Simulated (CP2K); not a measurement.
Consider 2-nitrosopyrimidine at its PBE geometry (Å).

```xyz
11

O     3.3048    0.3051    0.2089
N     2.5817   -0.5824   -0.2100
C     1.1234   -0.2552   -0.0940
N     0.7549    0.9009    0.4696
C    -0.5696    1.1012    0.5302
C    -1.4897    0.1644    0.0440
C    -0.9705   -1.0020   -0.5187
N     0.3515   -1.2267   -0.5959
H    -0.9023    2.0393    0.9816
H    -2.5628    0.3379    0.1037
H    -1.6213   -1.7825   -0.9195
```

Method: CP2K XAS_TDP, all-electron GAPW, PBEh(45%), aug-cc-pVDZ, TDA, no relativity.

Question: Predict the bright core excitations at the C K edge.

Leading lines: C3 282.10 eV, C5 281.54 eV and C6 281.01 eV. The leading line of an atom is its first one with 35 % of the strongest within 2.5 eV of its lowest line over the strength cut. 

The first six lines of each atom with a strength over 0.0015:

| atom | energy (eV) | states | strength, one atom |
| --- | --- | --- | --- |
| C3 (bonded to 3 N) | 282.10 | 1 | 0.0386 |
|  | 284.46 | 1 | 0.0090 |
|  | 284.86 | 1 | 0.0181 |
|  | 288.81 | 1 | 0.0169 |
|  | 289.35 | 1 | 0.0124 |
|  | 289.41 | 1 | 0.0040 |
| C5 (bonded to C, N and H) | 281.54 | 1 | 0.0595 |
|  | 285.94 | 1 | 0.0023 |
|  | 285.95 | 1 | 0.0129 |
|  | 287.05 | 1 | 0.0038 |
|  | 287.63 | 1 | 0.0028 |
|  | 287.81 | 1 | 0.0025 |
| C6 (bonded to 2 C and H) | 281.01 | 1 | 0.0453 |
|  | 284.57 | 1 | 0.0093 |
|  | 284.78 | 1 | 0.0136 |
|  | 286.24 | 1 | 0.0046 |
|  | 286.53 | 1 | 0.0038 |
|  | 287.49 | 1 | 0.0062 |

Lines are vertical, at one geometry, with no vibrational structure. Without a correction of the core level, line positions, and the gaps between valence and Rydberg lines, follow the share of exact exchange. At this level such K lines come out 3 to 6 eV under measured ones. Atoms with the same bonds but other surroundings in this conformer are left out. These values hold no scalar relativity, about 0.1 eV for C 1s. Rydberg lines, and the discretised continuum above threshold, depend on the basis and the box.

[Banner, clock and machine lines of the logs are left out without a mark of their own.]

[Logs are printed without paths, hosts, clocks, repeated set-up lines and the standing remarks that a program may print on its own settings, such as how far it seeks lower states.]

[Hosts, paths, dates, database ids (printed as entryN), source tags and the programs' standing remarks are cut or masked in the printed files.]
